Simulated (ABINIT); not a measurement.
Records of electronic-structure calculations.

**Al2O3 (Corundum): one start, several treatments of the self-energy**

Symmetry: R-3c, No. 167, trigonal system. Conventional cell: a = 4.760 Å, b = 4.760 Å, c = 12.996 Å, α = 90.00°, β = 90.00°, γ = 120.00°. Al has 6 O at 1.85 to 1.97 Å nearest. Nearest to O lie 4 Al at 1.85 to 1.97 Å. Farther neighbours, and contacts between anions beyond the nearest, are not listed.

```
Al O
1.0
     2.38025    1.37424    4.33187
    -2.38025    1.37424    4.33187
     0.00000   -2.74848    4.33187
Al O
4 6
Direct
  0.35216 0.35216 0.35216
  0.14784 0.14784 0.14784
  0.64784 0.64784 0.64784
  0.85216 0.85216 0.85216
  0.55668 0.94332 0.25000
  0.25000 0.55668 0.94332
  0.94332 0.25000 0.55668
  0.44332 0.05668 0.75000
  0.75000 0.44332 0.05668
  0.05668 0.75000 0.44332
```

* method: RPA screening on PBE, plane waves, norm-conserving pseudopotentials (and 3 further levels or steps)
* program: ABINIT 10.8.3
* settings: cutoff 36 Ha, PseudoDojo scalar-relativistic 0.4.1 standard, norm-conserving, potential set dojo-sr-pbe-0.4.1-standard, ngkpt (4, 4, 4), nband 113, ecuteps 4.5 Ha, gwcalctyp 1, nfreqim 16, inclvkb 2, shiftk (0, 0, 0), symchi 1, awtr 1, frequency ac, 4×4×4 k-mesh
* cost: 11 runs, 28 min in all on 4 MPI ranks of Intel Xeon Platinum 8488C (Sapphire Rapids), shared host
* notes: The program’s warnings: nkpt*nsppol () is not a multiple of nproc spkpt (). The cell and positions come from the Crystallography Open Database and are kept as given unless a step says otherwise.
* G0W0, Godby-Needs plasmon pole: 8.450 eV
* G0W0, Hybertsen-Louie plasmon pole: 8.559 eV
* G0W0, von der Linden-Horsch plasmon pole: 8.523 eV
* G0W0, Engel-Farid plasmon pole: 8.449 eV
* one-shot Hartree-Fock: 16.587 eV
* G0W0, contour deformation: 8.471 eV
* G0W0, analytic continuation: 8.418 eV
* known limits: short of the basis limit

G0W0, Hybertsen-Louie plasmon pole: +0.109 eV against G0W0, Godby-Needs plasmon pole. G0W0, von der Linden-Horsch plasmon pole: +0.073 eV against G0W0, Godby-Needs plasmon pole.

[Long decimals in the printed logs are rounded to 6 places.]

[Logs are printed without paths, hosts, clocks, repeated set-up lines and the standing remarks that a program may print on its own settings, such as how far it seeks lower states.]

[Paths, hosts, dates, memory and timing lines, banners, echoed tables and standing remarks are left out of the program output; an Ansatz launch command may be rebuilt from the run's recorded settings. Measured values are a selection of at most five: reports struck by readers or far from the other reports are left out. None is set beside runs whose start may be inverted or whose files or cutoffs have a known fault.]

[Runs of the session that timed out or met a known fault of the program may be left out.]

[Hosts, paths, dates, database ids (printed as entryN), source tags and the programs' standing remarks are cut or masked in the printed files.]

[G0W0 gaps are taken among the corrected bands and points alone; a level outside them can change the order at an edge.]

[Where Ansatz stands beside ABINIT at settings called matched, ABINIT's density can come from a denser mesh and the files from another edition; pairs whose starting gaps differed by over 0.03 eV were left out, so agreement reads better than it is.]
